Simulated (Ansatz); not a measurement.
# How GaP (F-43m) expands on warming, part 2 of 3

Wanted: α(T), C_P(T) and B(T) of GaP in the quasi-harmonic approximation.

What experiment has found for this phase:
- volume expansion coefficient 15.9 1e-6/K, heat capacity C_P per formula unit 44.2 J/mol/K and bulk modulus 88.7 GPa near room temperature (given in “High-Throughput Prediction of Finite-Temperature Properties using the Quasi-Harmonic Approximation”, 2016, arXiv:1603.06924)

Ansatz 0.2.0; DFT RPBE, scalar-relativistic, plane waves, PAW.

So far, gap on the k-mesh (eV): step 2 (a first coarse run) 1.76; step 3 (relaxing cell and atoms, k-mesh 8×8×8, smearing width 0.02 eV) 1.49. The relaxed cell has a = 5.555 Å (conventional setting).

**6. Phonons on strained cells, q-mesh 2×2×2**

The study relaxes the crystal at several strains, solves the phonons on some of them and minimises the free energy at each temperature (static energy, vibrations, the electrons in a metal, and PV under a set pressure); the q-mesh sets how far the force constants reach.

Input file input.yaml:

```yaml
crystal:
  lattice:
    - [0.0, 2.7774910093, 2.7774910093]
    - [2.7774910093, 0.0, 2.7774910093]
    - [2.7774910093, 2.7774910093, 0.0]
  atoms:
    - { symbol: Ga, position: [0.0, 0.0, 0.0] }
    - { symbol: P, position: [0.25, 0.25, 0.25] }
kpoints:
  mp_grid: { grid: [8, 8, 8] }
hamiltonian:
  xc: rpbe
scf:
  occupations: { method: fixed }
output:
  eigenvalues: true
phonons:
  method: dfpt
  qmesh: [2, 2, 2]
  temperatures: { t_max: 800.0, t_step: 50 }
  thermal_expansion: {}
```

Started as:

```sh
$ ansatz run input.yaml --threads 2 --pin off --max-ram 5120MiB --backend cpu --events-out ev --progress --plain --runs-dir out
```

Numbers of over 12 decimals in the logs are rounded to 6 here.

The log of the run:

```text
Warning: phonons: the dynamical matrix that this run interpolates holds no multipole term above the dipole-dipole one, and a site of this crystal is no centre of inversion, so its interpolated transverse optical and acoustic branches and sound speeds can stay off near Gamma, and the density of states and the thermodynamics with them. What a run solves at a wave vector of phonons.qpoints, Gamma apart, where the deck admits one, is free of this, and under fd what a larger phonons.supercell samples
[...]
Crystal: 2 atoms, lattice volume = 42.854 Å³
Basis set: ecut = 487.2 eV, 1037 PW (Γ), exchange–correlation on 60×60×60 points (8 copies of the dense FFT grid, shifted against one another)
Bands: 13, of which v1, the nominal top of the filled ones, is band 9 counted from 1 (8 counted from 0)
Symmetry: 24 space group operations
[...]
k-points: 29 of 512 (time reversal used)
[...]
SCF iter   1: F=—  HF=-4548.406383 eV  |F-HF|=—  |Δ(HF+E_count)|=         —  Δρ=3.40e-3  dr2=2.06e-3  ethr=1.77e-3  ⟨swp⟩=5.0  Hψ=2006  notcnv=0  defer=50
[...]
SCF iter   8: F=-4548.405228 eV  HF=-4548.405228 eV  |F-HF|=2.55e-11  |Δ(HF+E_count)|=   6.10e-9  Δρ=1.12e-7  dr2=4.49e-12  ethr=1.00e-12  ⟨swp⟩=9.8  Hψ=3229  notcnv=0
SCF 1 converged in 8 iterations: F = -4548.405228 eV  dr2 = 4.49e-12
[...]
relax step   1: F+E_penalty+E_count = -4548.40522844 eV  Δ(F+E_penalty+E_count) = +0.000e0 eV  max|allowed force component| = 2.498e-16 eV/Å  Δτ_max = 0.0000 Å  (8 SCF iters, accepted)
SCF converged after 8 iterations
Free energy (F): -4548.405228 eV
[...]
Internal energy: -4548.405228 eV  (E = F + TS)
E sigma→0 (E₀):  -4548.405228 eV
Fermi energy:    6.483252 eV
[...]
--- Stress (GPa, compression-positive) ---
        0.007632      -0.000000      -0.000000
       -0.000000       0.007632       0.000000
        0.000000       0.000000       0.007632
  P = ⅓ Tr σ = 0.0076 GPa (0.076 kbar)
--- Band table (eV; the first three rows and the last of 29) ---
  k-point 0: bands = [... 5 lower, -5.5665, 6.4833, 6.4833, 6.4833, 7.9769, 10.4180, 10.4180, 10.4180]
  k-point 1: bands = [... 5 lower, -5.3794, 4.8888, 6.2752, 6.2752, 8.7119, 10.7415, 10.7415, 10.9069]
  k-point 2: bands = [... 5 lower, -4.8504, 2.7643, 5.8761, 5.8761, 8.5351, 11.2294, 11.2294, 12.6527]
  k-point 28: bands = [... 5 lower, -2.7996, 0.2166, 3.1991, 3.3615, 11.1416, 11.2576, 12.4907, 12.7325]
── thermal expansion: 3 new cells, 3 in all ──
thermal expansion: relaxation of cell 2
thermal expansion: relaxation of cell 3
── thermal expansion: 2 new cells, 5 in all ──
thermal expansion: relaxation of cell 4
thermal expansion: lower-state search of cell 4
thermal expansion: phonons of cell 4
thermal expansion: relaxation of cell 5
thermal expansion: phonons of cell 5
── thermal expansion: 5 new cells, 10 in all ──
thermal expansion: relaxation of cell 6
thermal expansion: relaxation of cell 7
thermal expansion: relaxation of cell 8
thermal expansion: relaxation of cell 9
thermal expansion: relaxation of cell 10
thermal expansion: phonons of cell 6
thermal expansion: phonons of cell 7
WARN: thermal expansion: narrow_supercell: the supercell is narrow for a crystal that has a band gap and may be polar, so the expansion can be far off: type phonons.supercell or phonons.qmesh [3, 3, 3] or more in a new run
--- Relaxed structure (1 steps of the walk, 1 accepted, 0 SCFs on fresh bases) ---
  F+E_penalty+E_count = -4548.40522844 eV   max|allowed force component| = 2.498e-16 eV/Å
  atoms:
    - { symbol: Ga, position: [0.0, 0.0, 0.0] }
    - { symbol: P, position: [0.25, 0.25, 0.25] }
--- Thermal expansion: 10 cells in 3 rounds, 0 GPa ---
  no lower state was reached at cell 4
  without vibrations: a 3.92812, b 3.92812, c 3.92812 Å, V 42.8586 Å³, B 71.10 GPa
  at 0 K: a 3.93454, b 3.93454, c 3.93454 Å, V 43.0691 Å³, B 69.91 GPa
  zero-point expansion: a +0.163, b +0.163, c +0.163, V +0.491 %
      T/K        a/Å        b/Å        c/Å       V/Å³ | expansion of a, b, c, V (1e-6/K)   | that of V in the mean from 25 °C | C_P, C_V (J/mol K of the cell) | B_T, B_S (GPa)
     0.00    3.93454    3.93454    3.93454    43.0691 |    0.00    0.00    0.00    0.00 |    8.33 |     0.000     0.000 |    69.91    69.91
   100.00    3.93458    3.93458    3.93458    43.0705 |    1.29    1.29    1.29    3.88 |   12.37 |    23.309    23.307 |    69.66    69.67
   200.00    3.93579    3.93579    3.93579    43.1102 |    4.46    4.46    4.46   13.37 |   15.60 |    38.758    38.694 |    68.90    69.01
   298.15    3.93780    3.93780    3.93780    43.1763 |    5.77    5.77    5.77   17.32 |       - |    44.352    44.193 |    68.01    68.25
   350.00    3.93902    3.93902    3.93902    43.2165 |    6.16    6.16    6.16   18.49 |   17.95 |    45.848    45.638 |    67.52    67.83
   450.00    3.94155    3.94155    3.94155    43.2999 |    6.66    6.66    6.66   19.97 |   18.85 |    47.556    47.244 |    66.56    67.00
   550.00    3.94425    3.94425    3.94425    43.3888 |    6.99    6.99    6.99   20.97 |   19.54 |    48.511    48.096 |    65.59    66.16
   650.00    3.94706    3.94706    3.94706    43.4816 |    7.25    7.25    7.25   21.75 |   20.10 |    49.119    48.599 |    64.62    65.31
   750.00    3.94997    3.94997    3.94997    43.5778 |    7.48    7.48    7.48   22.43 |   20.58 |    49.548    48.918 |    63.64    64.46
   800.00    3.95145    3.95145    3.95145    43.6271 |    7.58    7.58    7.58   22.74 |   20.80 |    49.722    49.035 |    63.15    64.04
  the static fit leaves 0.001 meV an atom of the energies and, of the stresses, 0.000 GPa of each cell's largest along a strain (root mean squares over the cells), whose Pulay part it has at -0.023 GPa
  vibrations' free energy: its fit passes through its cells
  the electrons' free energy at temperature is not in it: every band gap is over 0.83 eV
  free energies summed between the sampled wave vectors
  estimated error of the fitted expansion in any direction: up to 0.047e-6/K, at 800 K, with few degrees of freedom (an estimate, not a bound: it was exceeded on models of known expansion)
  by sums over the sampled wave vectors an expansion of the volume parts by up to 3.58e-6/K
  by a static energy of one degree less an expansion of the volume parts by up to 0.01e-6/K
  band gaps on the cells' k-points are 1.207 to 1.691 eV
  narrow_supercell: the supercell is narrow for a crystal that has a band gap and may be polar, so the expansion can be far off: type phonons.supercell or phonons.qmesh [3, 3, 3] or more in a new run
```

Run time: 3.2 min. Hardware: 2 threads of Arm Neoverse V1, shared host; peak memory 0.74 GiB; 6.2 min of CPU time.

This step gave:

```
pressure                                         : 0.007632 GPa
gap on the k-mesh                                : 1.494 eV
volume expansion coefficient at 298 K            : 17.32 1e-6/K
C_P at 298 K                                     : 22.18 J/mol-atom/K
entropy at 298 K                                 : 27.38 J/mol-atom/K
isothermal bulk modulus at 298 K                 : 68.01 GPa
Grüneisen parameter at 298 K                     : 0.6931
volume at 298 K                                  : 21.59 Å³/atom
principal linear expansion coefficients at 298 K : 5.774, 5.774, 5.774 1e-6/K
```

Strained cells of the study; zero-point energy where phonons were solved; the pressures are stresses at a fixed cutoff and can carry an offset from the finite basis. Expansion cells, by row:

| cell | \|a\| (Å) | \|b\| (Å) | \|c\| (Å) | V (Å³/atom) | E - E_lowest (meV/atom) | pressure, compression positive (GPa) | gap (eV) | zero-point energy (meV/atom) |
| --- | --- | --- | --- | --- | --- | --- | --- | --- |
| 1 | 3.928 | 3.928 | 3.928 | 21.43 | 0 | -0.014 | 1.494 | - |
| 2 | 3.959 | 3.959 | 3.959 | 21.95 | 2.638 | -1.623 | 1.303 | - |
| 3 | 3.897 | 3.897 | 3.897 | 20.92 | 2.8 | 1.781 | 1.674 | - |
| 4 | 3.928 | 3.928 | 3.928 | 21.43 | 0.001 | -0.04 | 1.491 | 43.49 |
| 5 | 3.948 | 3.948 | 3.948 | 21.76 | 1.085 | -1.066 | 1.371 | 42.8 |
| 6 | 3.939 | 3.939 | 3.939 | 21.61 | 0.317 | -0.592 | 1.427 | 43.13 |
| 7 | 3.96 | 3.96 | 3.96 | 21.95 | 2.687 | -1.638 | 1.301 | 42.4 |
| 8 | 3.889 | 3.889 | 3.889 | 20.8 | 4.3 | 2.235 | 1.691 | - |
| 9 | 3.909 | 3.909 | 3.909 | 21.12 | 1.044 | 1.06 | 1.612 | - |
| 10 | 3.975 | 3.975 | 3.975 | 22.21 | 5.946 | -2.372 | 1.207 | - |

Quasi-harmonic; a, b, c are the run's own cell vectors. Expansion, by row:

| T (K) | a (Å) | b (Å) | c (Å) | alpha (deg) | beta (deg) | gamma (deg) | cell volume (Å³/cell) | alpha_a (1e-6/K) | alpha_b (1e-6/K) | alpha_c (1e-6/K) | alpha_V (1e-6/K) | C_P (J/mol-atom/K) | C_V (J/mol-atom/K) | S (J/mol-atom/K) | B_T (GPa) | B_S (GPa) | Grueneisen | extrapolation | fit error (1e-6/K) |
| --- | --- | --- | --- | --- | --- | --- | --- | --- | --- | --- | --- | --- | --- | --- | --- | --- | --- | --- | --- |
| 0 | 3.935 | 3.935 | 3.935 | 60 | 60 | 60 | 43.07 | 0 | 0 | 0 | 0 | 0 | 0 | 0 | 69.91 | 69.91 | - | 0 | 0 |
| 50 | 3.934 | 3.934 | 3.934 | 60 | 60 | 60 | 43.07 | -0.27 | -0.27 | -0.27 | -0.81 | 5.13 | 5.13 | 2.532 | 69.86 | 69.86 | -0.143 | 0 | 0 |
| 100 | 3.935 | 3.935 | 3.935 | 60 | 60 | 60 | 43.07 | 1.29 | 1.29 | 1.29 | 3.88 | 11.65 | 11.65 | 8.157 | 69.66 | 69.67 | 0.3 | 0 | 0 |
| 150 | 3.935 | 3.935 | 3.935 | 60 | 60 | 60 | 43.09 | 3.18 | 3.18 | 3.18 | 9.55 | 16.46 | 16.45 | 13.86 | 69.31 | 69.37 | 0.522 | 0 | 0.01 |
| 200 | 3.936 | 3.936 | 3.936 | 60 | 60 | 60 | 43.11 | 4.46 | 4.46 | 4.46 | 13.37 | 19.38 | 19.35 | 19.04 | 68.9 | 69.01 | 0.618 | 0 | 0.01 |
| 250 | 3.937 | 3.937 | 3.937 | 60 | 60 | 60 | 43.14 | 5.26 | 5.26 | 5.26 | 15.78 | 21.12 | 21.07 | 23.56 | 68.45 | 68.63 | 0.666 | 0 | 0.01 |
| 298.1 | 3.938 | 3.938 | 3.938 | 60 | 60 | 60 | 43.18 | 5.77 | 5.77 | 5.77 | 17.32 | 22.18 | 22.1 | 27.38 | 68.01 | 68.25 | 0.693 | 0 | 0.02 |
| 300 | 3.938 | 3.938 | 3.938 | 60 | 60 | 60 | 43.18 | 5.79 | 5.79 | 5.79 | 17.37 | 22.21 | 22.13 | 27.52 | 67.99 | 68.23 | 0.694 | 0 | 0.02 |
| 350 | 3.939 | 3.939 | 3.939 | 60 | 60 | 60 | 43.22 | 6.16 | 6.16 | 6.16 | 18.49 | 22.92 | 22.82 | 31 | 67.52 | 67.83 | 0.712 | 0 | 0.02 |
| 400 | 3.94 | 3.94 | 3.94 | 60 | 60 | 60 | 43.26 | 6.44 | 6.44 | 6.44 | 19.32 | 23.42 | 23.29 | 34.09 | 67.04 | 67.41 | 0.724 | 0 | 0.02 |
| 450 | 3.942 | 3.942 | 3.942 | 60 | 60 | 60 | 43.3 | 6.66 | 6.66 | 6.66 | 19.97 | 23.78 | 23.62 | 36.87 | 66.56 | 67 | 0.734 | 0 | 0.02 |
| 500 | 3.943 | 3.943 | 3.943 | 60 | 60 | 60 | 43.34 | 6.84 | 6.84 | 6.84 | 20.51 | 24.05 | 23.86 | 39.39 | 66.08 | 66.58 | 0.741 | 0 | 0.01 |
| 550 | 3.944 | 3.944 | 3.944 | 60 | 60 | 60 | 43.39 | 6.99 | 6.99 | 6.99 | 20.97 | 24.26 | 24.05 | 41.7 | 65.59 | 66.16 | 0.747 | 0 | 0.01 |
| 600 | 3.946 | 3.946 | 3.946 | 60 | 60 | 60 | 43.43 | 7.13 | 7.13 | 7.13 | 21.38 | 24.42 | 24.19 | 43.81 | 65.1 | 65.73 | 0.753 | 0 | 0.01 |
| 650 | 3.947 | 3.947 | 3.947 | 60 | 60 | 60 | 43.48 | 7.25 | 7.25 | 7.25 | 21.75 | 24.56 | 24.3 | 45.77 | 64.62 | 65.31 | 0.757 | 0 | 0.01 |
| 700 | 3.949 | 3.949 | 3.949 | 60 | 60 | 60 | 43.53 | 7.37 | 7.37 | 7.37 | 22.1 | 24.68 | 24.39 | 47.6 | 64.13 | 64.89 | 0.762 | 0 | 0.02 |
| 750 | 3.95 | 3.95 | 3.95 | 60 | 60 | 60 | 43.58 | 7.48 | 7.48 | 7.48 | 22.43 | 24.77 | 24.46 | 49.3 | 63.64 | 64.46 | 0.766 | 0 | 0.03 |
| 800 | 3.951 | 3.951 | 3.951 | 60 | 60 | 60 | 43.63 | 7.58 | 7.58 | 7.58 | 22.74 | 24.86 | 24.52 | 50.91 | 63.15 | 64.04 | 0.77 | 0 | 0.05 |

Table of expansion coefficient by temperature; values in 1e-6/K:

| temperature (K) | volume | principal 1 |
| --- | --- | --- |
| 0 | 0 | 0 |
| 50 | -0.81 | -0.27 |
| 100 | 3.88 | 1.29 |
| 150 | 9.55 | 3.18 |
| 200 | 13.4 | 4.46 |
| 250 | 15.8 | 5.26 |
| 298 | 17.3 | 5.77 |
| 300 | 17.4 | 5.79 |
| 350 | 18.5 | 6.16 |
| 400 | 19.3 | 6.44 |
| 450 | 20.0 | 6.66 |
| 500 | 20.5 | 6.84 |
| 550 | 21.0 | 6.99 |
| 600 | 21.4 | 7.13 |
| 650 | 21.8 | 7.25 |
| 700 | 22.1 | 7.37 |
| 750 | 22.4 | 7.48 |
| 800 | 22.7 | 7.58 |

At 298 K the volume expansion is 17.3 × 10⁻⁶/K and B_T is 68.0 GPa. The log warns that this q-mesh is too narrow, so the figure can be far off. The program raised the cutoff to 487.2 eV by itself: with no cutoff typed, the study takes about 1.16 times the default for its relaxations and scales it with the volume for the phonons.

[end of part 2 of 3]

[Logs are printed without paths, hosts, clocks, repeated set-up lines and the standing remarks that a program may print on its own settings, such as how far it seeks lower states.]

[Hosts, paths, dates, database ids (printed as entryN), source tags and the programs' standing remarks are cut or masked in the printed files.]

[A step with changed settings may run another functional than the one named; its input shows which.]
